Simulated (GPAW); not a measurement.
# Cl/Au(100) in an electric field

Aim: the dipole that a field along the normal induces in Cl/Au(100).

Main program and level: GPAW 26.7.0; GPAW, PAW setups; slab in vacuum.

### 1. The structure

The cell holds 5 atoms: 4 Au and 1 Cl. Its edges and angles: a = 2.885 Å, b = 2.885 Å, c = 25.563 Å, α = 90.0°, β = 90.0°, γ = 90.0°. Vacuum lies along c.

### 2. Relaxing the atoms

Forces are removed first; all later runs use this geometry. The lowest 2 atoms are held at bulk positions and keep their forces.

File run.py:

```python
import json
import numpy as np
from ase import Atoms
from ase.constraints import FixAtoms
from ase.optimize import BFGS
from gpaw import GPAW, PW

slab = Atoms(
    ['Au', 'Au', 'Au', 'Au', 'Cl'],
    positions=[
        [1.44250, 1.44250, 9.00000],
        [0.00000, 0.00000, 11.04000],
        [1.44250, 1.44250, 13.08000],
        [0.00000, 0.00000, 15.12000],
        [1.44250, 1.44250, 16.56340]],
    cell=[[2.885, 0.0, 0.0], [0.0, 2.885, 0.0], [0.0, 0.0, 25.5634]],
    pbc=[True, True, False])

slab.calc = GPAW(mode=PW(400), xc='PBE', kpts={'size': (11, 11, 1), 'gamma': True},
                 occupations={'name': 'fermi-dirac', 'width': 0.1}, nbands='140%',
                 convergence={'density': 0.0001}, maxiter=200,
                 poissonsolver={'dipolelayer': 'xy'},
                 symmetry={'tolerance': 1e-3, 'extra_ids': [1, 1, 0, 0, 0]}, txt='slab.txt')
result = {}
slab.set_constraint(FixAtoms([0, 1]))
path = []
opt = BFGS(slab, maxstep=0.2)
opt.attach(lambda: path.append((slab.get_potential_energy(), slab.positions.tolist(), slab.get_forces().tolist())))
result['relaxed'] = bool(opt.run(fmax=0.05, steps=30))
result['path'] = path
energy = slab.get_potential_energy()
fermi = slab.calc.get_fermi_level()
v = slab.calc.get_electrostatic_potential().mean((0, 1)) - fermi
n = slab.calc.get_pseudo_density().mean((0, 1))
L = slab.cell[2, 2]
z = np.arange(len(v)) * L / len(v)
low, high = slab.positions[:, 2].min(), slab.positions[:, 2].max()
below, above = np.interp([low - 6.8, high + 6.8], z, v)
slopes = [np.interp(x, z, np.gradient(v, z)) for x in (low - 6.8, high + 6.8)]
eps = np.array([[slab.calc.get_eigenvalues(k, s) for k in range(len(slab.calc.get_ibz_k_points()))]
                for s in range(slab.calc.get_number_of_spins())]) - fermi
top, bottom = eps[eps < 0].max(), eps[eps > 0].min()
dipole = slab.get_dipole_moment()[2]
print(f'energy {energy:.4f} eV, Fermi level {fermi:.4f} eV, dipole {dipole:.5f} e A')
print(f'potential 6.8 A off the faces, from the Fermi level: lower {below:.4f} eV, upper {above:.4f} eV')
print(f'slope of the potential there: lower {slopes[0]:.5f}, upper {slopes[1]:.5f} eV/A')
print(f'nearest levels on the mesh: {top:.4f} and {bottom:.4f} eV')
print('magnetic moment', round(slab.get_magnetic_moment(), 3))
result.update(energy=energy, fermi=fermi, dipole=dipole, below=below, above=above, slopes=slopes, edges=[top, bottom],
              z=z.tolist(), v=v.tolist(), n=n.tolist(), positions=slab.positions.tolist(),
              forces=slab.get_forces(apply_constraint=False).tolist(), moments=slab.get_magnetic_moments().tolist())
json.dump(result, open('result.json', 'w'))
```

Run with:

```console
$ OMP_NUM_THREADS=1 OPENBLAS_NUM_THREADS=1 python run.py
```

The program printed:

```text
Step          Energy          fmax
BFGS:    0      -12.286757        3.739158
BFGS:    1      -12.566316        2.865835
BFGS:    2      -12.938653        1.090459
BFGS:    3      -12.991679        0.719387
BFGS:    4      -13.040503        0.854592
BFGS:    5      -13.066734        0.762644
BFGS:    6      -13.088719        0.575975
BFGS:    7      -13.114336        0.843718
BFGS:    8      -13.153461        1.032098
BFGS:    9      -13.192223        0.964836
BFGS:   10      -13.221584        0.734081
BFGS:   11      -13.245888        0.438133
BFGS:   12      -13.263034        0.228953
BFGS:   13      -13.267840        0.062160
BFGS:   14      -13.268596        0.036917
energy -13.2314 eV, Fermi level 0.0918 eV, dipole -0.07011 e A
potential 6.8 A off the faces, from the Fermi level: lower 5.0566 eV, upper 6.5602 eV
slope of the potential there: lower 0.00014, upper -0.00007 eV/A
nearest levels on the mesh: -0.0221 and 0.0153 eV
magnetic moment 0.0
```

Run time: 11 min. Hardware: 1 thread of Intel Xeon Platinum 8488C (Sapphire Rapids), shared host; peak memory 0.23 GiB.

The steps of the relaxation:

| step | energy less that of the first step (eV) | largest force (eV/Å) |
| --- | --- | --- |
| 1 | 0.0000 | 3.7392 |
| 2 | -0.2800 | 2.8658 |
| 3 | -0.6535 | 1.0905 |
| 4 | -0.7063 | 0.7194 |
| 5 | -0.7537 | 0.8546 |
| 6 | -0.7788 | 0.7626 |
| 7 | -0.7999 | 0.5760 |
| 8 | -0.8250 | 0.8437 |
| 9 | -0.8640 | 1.0321 |
| 10 | -0.9030 | 0.9648 |
| 11 | -0.9325 | 0.7341 |
| 12 | -0.9564 | 0.4381 |
| 13 | -0.9726 | 0.2290 |
| 14 | -0.9766 | 0.0622 |
| 15 | -0.9771 | 0.0369 |

The atoms that moved most (Å):

| atom | dx | dy | dz | length |
| --- | --- | --- | --- | --- |
| Cl5 | 0.000 | 0.000 | 0.889 | 0.889 |
| Au4 | 0.000 | 0.000 | 0.233 | 0.233 |
| Au3 | 0.000 | 0.000 | 0.131 | 0.131 |

The relaxed structure:

```
Au Cl
1.0
     2.88500    0.00000    0.00000
     0.00000    2.88500    0.00000
     0.00000    0.00000   25.56340
Au Cl
4 1
Direct
  0.50000 0.50000 0.35207
  0.00000 0.00000 0.43187
  0.50000 0.50000 0.51681
  0.00000 0.00000 0.60057
  0.50000 0.50000 0.68272
```

This step gave:

* dipole along the normal: -0.07011 e·Å
* levels nearest the Fermi level on the mesh: -0.02205, 0.01532 eV from the Fermi level
* upper work function: 6.560 eV
* lower work function: 5.057 eV

The electrostatic potential energy of an electron (without an applied field's), less the Fermi level, planar mean oscillates, so the rows of the table below give means over windows of 2.13 Å about each position, cut where the curve ends. Its maxima inside the range that stand out by 2 % of the span (Å: eV): 10.0: -1.36, 12.1: -0.311, 14.3: -0.336, 16.5: 1.32. Its minima: 9.1: -19.3, 11.1: -19.7, 13.2: -19.7, 15.3: -19.5, 17.5: -18.6.

Electrostatic potential energy of an electron (without an applied field's), less the Fermi level, planar mean against z; means over each step:

| z (Å) | electrostatic potential energy of an electron (without an applied field's), less the Fermi level, planar mean (eV) |
| --- | --- |
| 1.06 | 5.12 |
| 3.19 | 5.06 |
| 5.32 | 5.05 |
| 7.46 | 2.54 |
| 9.58 | -9.65 |
| 11.71 | -8.94 |
| 13.84 | -9.00 |
| 15.97 | -7.89 |
| 18.11 | -2.99 |
| 20.23 | 6.54 |
| 22.36 | 6.56 |
| 24.50 | 6.52 |

The pseudo valence density, planar mean oscillates, so the rows of the table below give means over windows of 2.13 Å about each position, cut where the curve ends. Its maxima inside the range that stand out by 2 % of the span (Å: e/Å³): 8.9: 1.10, 11.1: 1.11, 13.2: 1.12, 15.3: 1.11, 17.3: 0.553, 17.7: 0.546. Its minima: 10.0: 0.335, 12.1: 0.279, 14.3: 0.292, 16.4: 0.246, 17.5: 0.508.

Table of pseudo valence density, planar mean by z; means over each step:

| z (Å) | pseudo valence density, planar mean (e/Å³) |
| --- | --- |
| 3.19 | 0 |
| 5.32 | 2.7e-4 |
| 7.46 | 0.113 |
| 9.58 | 0.644 |
| 11.71 | 0.608 |
| 13.84 | 0.617 |
| 15.97 | 0.591 |
| 18.11 | 0.302 |
| 20.23 | 0.00144 |
| 22.36 | 1.3e-6 |

The relaxation lowered the energy of the cell by 0.977 eV (energies extrapolated to zero smearing; the optimiser's log prints free energies). The largest force left on a free atom is 0.037 eV/Å.

### 3. Plane waves, PBE

The work function is the vacuum plateau of the electrostatic potential less the Fermi level; a dipole layer lets the two faces have plateaus of their own.

run.py: that of step 2 with these lines changed.

```diff
@@ -3,4 +3,2 @@
 from ase import Atoms
-from ase.constraints import FixAtoms
-from ase.optimize import BFGS
 from gpaw import GPAW, PW
@@ -12,5 +10,5 @@
         [0.00000, 0.00000, 11.04000],
-        [1.44250, 1.44250, 13.08000],
-        [0.00000, 0.00000, 15.12000],
-        [1.44250, 1.44250, 16.56340]],
+        [1.44250, 1.44250, 13.21145],
+        [0.00000, 0.00000, 15.35266],
+        [1.44250, 1.44250, 17.45264]],
     cell=[[2.885, 0.0, 0.0], [0.0, 2.885, 0.0], [0.0, 0.0, 25.5634]],
@@ -20,12 +18,6 @@
                  occupations={'name': 'fermi-dirac', 'width': 0.1}, nbands='140%',
-                 convergence={'density': 0.0001}, maxiter=200,
+                 convergence={'density': 1e-05}, maxiter=200,
                  poissonsolver={'dipolelayer': 'xy'},
-                 symmetry={'tolerance': 1e-3, 'extra_ids': [1, 1, 0, 0, 0]}, txt='slab.txt')
+                 symmetry={'tolerance': 1e-3}, txt='slab.txt')
 result = {}
-slab.set_constraint(FixAtoms([0, 1]))
-path = []
-opt = BFGS(slab, maxstep=0.2)
-opt.attach(lambda: path.append((slab.get_potential_energy(), slab.positions.tolist(), slab.get_forces().tolist())))
-result['relaxed'] = bool(opt.run(fmax=0.05, steps=30))
-result['path'] = path
 energy = slab.get_potential_energy()
```

The program printed:

```text
energy -13.2314 eV, Fermi level 0.0923 eV, dipole -0.06946 e A
potential 6.8 A off the faces, from the Fermi level: lower 5.0557 eV, upper 6.5607 eV
slope of the potential there: lower 0.00003, upper -0.00001 eV/A
nearest levels on the mesh: -0.0216 and 0.0158 eV
magnetic moment 0.0
```

The job ended after 55 s (1 thread; peak memory 0.23 GiB).

This step gave:

- dipole along the normal: -0.06946 e·Å
- levels nearest the Fermi level on the mesh: -0.02157, 0.01581 eV from the Fermi level
- upper work function: 6.561 eV
- lower work function: 5.056 eV

The electrostatic potential energy of an electron (without an applied field's), less the Fermi level, planar mean by z:

| z (Å) | electrostatic potential energy of an electron (without an applied field's), less the Fermi level, planar mean (eV) |
| --- | --- |
| 0.0 | 5.81 |
| 0.5 | 5.06 |
| 1.0 | 5.06 |
| 1.5 | 5.06 |
| 2.0 | 5.06 |
| 2.5 | 5.06 |
| 3.0 | 5.06 |
| 3.5 | 5.06 |
| 4.0 | 5.06 |
| 4.5 | 5.06 |
| 5.0 | 5.05 |
| 5.5 | 5.05 |
| 6.0 | 5.04 |
| 6.5 | 5.01 |
| 7.0 | 4.85 |
| 7.5 | 4.22 |
| 8.0 | 1.51 |
| 8.5 | -8.56 |
| 9.0 | -19.3 |
| 9.5 | -9.08 |
| 10.0 | -1.40 |
| 10.5 | -8.29 |
| 11.0 | -19.6 |
| 11.5 | -10.3 |
| 12.0 | -0.772 |
| 12.5 | -3.96 |
| 13.0 | -17.1 |
| 13.5 | -15.2 |
| 14.0 | -2.58 |
| 14.5 | -1.57 |
| 15.0 | -13.2 |
| 15.5 | -18.1 |
| 16.0 | -4.90 |
| 16.5 | 1.30 |
| 17.0 | -5.28 |
| 17.5 | -18.1 |
| 18.0 | -1.62 |
| 18.5 | 5.01 |
| 19.0 | 6.28 |
| 19.5 | 6.51 |
| 20.0 | 6.55 |
| 20.5 | 6.56 |
| 21.0 | 6.56 |
| 21.5 | 6.56 |
| 22.0 | 6.56 |
| 22.5 | 6.56 |
| 23.0 | 6.56 |
| 23.5 | 6.56 |
| 24.0 | 6.56 |
| 24.5 | 6.56 |
| 25.0 | 6.56 |

Table of pseudo valence density, planar mean by z:

| z (Å) | pseudo valence density, planar mean (e/Å³) |
| --- | --- |
| 5.0 | 3.5e-5 |
| 5.5 | 1.4e-4 |
| 6.0 | 5.5e-4 |
| 6.5 | 0.00225 |
| 7.0 | 0.00902 |
| 7.5 | 0.0394 |
| 8.0 | 0.178 |
| 8.5 | 0.553 |
| 9.0 | 1.08 |
| 9.5 | 0.597 |
| 10.0 | 0.338 |
| 10.5 | 0.549 |
| 11.0 | 1.07 |
| 11.5 | 0.613 |
| 12.0 | 0.302 |
| 12.5 | 0.402 |
| 13.0 | 0.954 |
| 13.5 | 0.848 |
| 14.0 | 0.365 |
| 14.5 | 0.337 |
| 15.0 | 0.763 |
| 15.5 | 1.00 |
| 16.0 | 0.413 |
| 16.5 | 0.261 |
| 17.0 | 0.502 |
| 17.5 | 0.514 |
| 18.0 | 0.404 |
| 18.5 | 0.102 |
| 19.0 | 0.0184 |
| 19.5 | 0.00343 |
| 20.0 | 6.2e-4 |
| 20.5 | 1.2e-4 |
| 21.0 | 2.4e-5 |

Force by atom:

| atom | x (eV/Å) | y (eV/Å) | z (eV/Å) | size |
| --- | --- | --- | --- | --- |
| Au1 | 0.000 | 0.000 | -0.408 | 0.408 |
| Au2 | 0.000 | 0.000 | 0.430 | 0.430 |
| Au3 | 0.000 | 0.000 | -0.036 | 0.036 |
| Au4 | 0.000 | 0.000 | -0.016 | 0.016 |
| Cl5 | 0.000 | 0.000 | 0.029 | 0.029 |

The potential is flat to 3.4e-5 eV/Å where it is read, so the vacuum is wide enough.

### 4. In a field

A uniform field along the normal polarises the slab; the atoms stay fixed, so this is the electronic response alone.

run.py: that of step 3 with these lines changed.

```diff
@@ -4,2 +4,3 @@
 from gpaw import GPAW, PW
+from gpaw.external import ConstantElectricField
 
@@ -20,2 +21,3 @@
                  poissonsolver={'dipolelayer': 'xy'},
+                 external=ConstantElectricField(-0.2, [0, 0, 1]),
                  symmetry={'tolerance': 1e-3}, txt='slab.txt')
```

The program printed:

```text
energy -13.2553 eV, Fermi level 0.0687 eV, dipole -0.16849 e A
potential 6.8 A off the faces, from the Fermi level: lower 4.0168 eV, upper 7.6799 eV
slope of the potential there: lower 0.00005, upper -0.00004 eV/A
nearest levels on the mesh: -0.0270 and 0.0104 eV
magnetic moment 0.0
```

Wall time 2.3 min (1 thread); peak memory 0.39 GiB.

This step gave:

```
dipole along the normal                                         : -0.1685 e·Å
levels nearest the Fermi level on the mesh                      : -0.02699, 0.01041 eV from the Fermi level
potential below the slab, the applied field's own ramp left out : 4.017 eV from the Fermi level
potential above the slab, the applied field's own ramp left out : 7.680 eV from the Fermi level
```

The electrostatic potential energy of an electron (without an applied field's), less the Fermi level, planar mean by z:

z (Å), electrostatic potential energy of an electron (without an applied field's), less the Fermi level, planar mean (eV) and a bar from the least value:
```
      0.0        5.8 ############################
      0.5        4.0 ##########################
      1.0        4.0 ##########################
      1.5        4.0 ##########################
      2.0        4.0 ##########################
      2.5        4.0 ##########################
      3.0        4.0 ##########################
      3.5        4.0 ##########################
      4.0        4.0 ##########################
      4.5        4.0 ##########################
      5.0        4.0 ##########################
      5.5        4.0 ##########################
      6.0        4.0 ##########################
      6.5        4.0 ##########################
      7.0        3.8 ##########################
      7.5        3.2 #########################
      8.0        0.6 ######################
      8.5       -9.4 ###########
      9.0      -20.0 
      9.5       -9.7 ###########
     10.0       -1.9 ####################
     10.5       -8.7 ############
     11.0      -19.9 
     11.5      -10.6 ##########
     12.0       -0.9 #####################
     12.5       -4.0 #################
     13.0      -17.1 ###
     13.5      -15.0 #####
     14.0       -2.3 ###################
     14.5       -1.2 ####################
     15.0      -12.8 ########
     15.5      -17.6 ###
     16.0       -4.3 #################
     16.5        2.0 ########################
     17.0       -4.4 #################
     17.5      -17.2 ###
     18.0       -0.6 #####################
     18.5        6.1 ############################
     19.0        7.4 ##############################
     19.5        7.6 ##############################
     20.0        7.7 ##############################
     20.5        7.7 ##############################
     21.0        7.7 ##############################
     21.5        7.7 ##############################
     22.0        7.7 ##############################
     22.5        7.7 ##############################
     23.0        7.7 ##############################
     23.5        7.7 ##############################
     24.0        7.7 ##############################
     24.5        7.7 ##############################
     25.0        7.7 ##############################
```

Force by atom:

| atom | x (eV/Å) | y (eV/Å) | z (eV/Å) | size |
| --- | --- | --- | --- | --- |
| Au1 | 0.000 | 0.000 | -0.404 | 0.404 |
| Au2 | 0.000 | 0.000 | 0.426 | 0.426 |
| Au3 | 0.000 | 0.000 | -0.035 | 0.035 |
| Au4 | 0.000 | 0.000 | -0.023 | 0.023 |
| Cl5 | 0.000 | 0.000 | 0.038 | 0.038 |

The dipole is now -0.168 e Å, against -0.069 in the run without a field.

### 5. Field on

run.py: that of step 4 with these lines changed.

```diff
@@ -21,3 +21,3 @@
                  poissonsolver={'dipolelayer': 'xy'},
-                 external=ConstantElectricField(-0.2, [0, 0, 1]),
+                 external=ConstantElectricField(-0.1, [0, 0, 1]),
                  symmetry={'tolerance': 1e-3}, txt='slab.txt')
```

The program printed:

```text
energy -13.2409 eV, Fermi level 0.0808 eV, dipole -0.11888 e A
potential 6.8 A off the faces, from the Fermi level: lower 4.5354 eV, upper 7.1199 eV
slope of the potential there: lower 0.00004, upper -0.00003 eV/A
nearest levels on the mesh: -0.0243 and 0.0131 eV
magnetic moment 0.0
```

It took 2.3 min on 1 thread; peak memory 0.39 GiB.

Numbers from this step:

```
dipole along the normal                                         : -0.1189 e·Å
levels nearest the Fermi level on the mesh                      : -0.02426, 0.01313 eV from the Fermi level
potential below the slab, the applied field's own ramp left out : 4.535 eV from the Fermi level
potential above the slab, the applied field's own ramp left out : 7.120 eV from the Fermi level
```

The electrostatic potential energy of an electron (without an applied field's), less the Fermi level, planar mean by z:

z (Å), electrostatic potential energy of an electron (without an applied field's), less the Fermi level, planar mean (eV) and a bar from the least value:
```
      0.0        5.8 #############################
      0.5        4.5 ###########################
      1.0        4.5 ###########################
      1.5        4.5 ###########################
      2.0        4.5 ###########################
      2.5        4.5 ###########################
      3.0        4.5 ###########################
      3.5        4.5 ###########################
      4.0        4.5 ###########################
      4.5        4.5 ###########################
      5.0        4.5 ###########################
      5.5        4.5 ###########################
      6.0        4.5 ###########################
      6.5        4.5 ###########################
      7.0        4.3 ###########################
      7.5        3.7 ##########################
      8.0        1.0 #######################
      8.5       -9.0 ############
      9.0      -19.6 
      9.5       -9.4 ############
     10.0       -1.7 ####################
     10.5       -8.5 #############
     11.0      -19.7 
     11.5      -10.5 ##########
     12.0       -0.8 #####################
     12.5       -4.0 ##################
     13.0      -17.1 ###
     13.5      -15.1 #####
     14.0       -2.5 ###################
     14.5       -1.4 ####################
     15.0      -13.0 ########
     15.5      -17.8 ##
     16.0       -4.6 #################
     16.5        1.7 ########################
     17.0       -4.9 #################
     17.5      -17.6 ##
     18.0       -1.1 #####################
     18.5        5.5 ############################
     19.0        6.8 ##############################
     19.5        7.1 ##############################
     20.0        7.1 ##############################
     20.5        7.1 ##############################
     21.0        7.1 ##############################
     21.5        7.1 ##############################
     22.0        7.1 ##############################
     22.5        7.1 ##############################
     23.0        7.1 ##############################
     23.5        7.1 ##############################
     24.0        7.1 ##############################
     24.5        7.1 ##############################
     25.0        7.1 ##############################
```

Force by atom:

| atom | x (eV/Å) | y (eV/Å) | z (eV/Å) | size |
| --- | --- | --- | --- | --- |
| Au1 | 0.000 | 0.000 | -0.405 | 0.405 |
| Au2 | 0.000 | 0.000 | 0.428 | 0.428 |
| Au3 | 0.000 | 0.000 | -0.036 | 0.036 |
| Au4 | 0.000 | 0.000 | -0.019 | 0.019 |
| Cl5 | 0.000 | 0.000 | 0.033 | 0.033 |

The dipole is now -0.119 e Å, against -0.069 in the run without a field.

[end of part 1 of 2]

[Logs are printed without paths, hosts, clocks, repeated set-up lines and the standing remarks that a program may print on its own settings, such as how far it seeks lower states.]

[Hosts, paths, dates, database ids (printed as entryN), source tags and the programs' standing remarks are cut or masked in the printed files.]
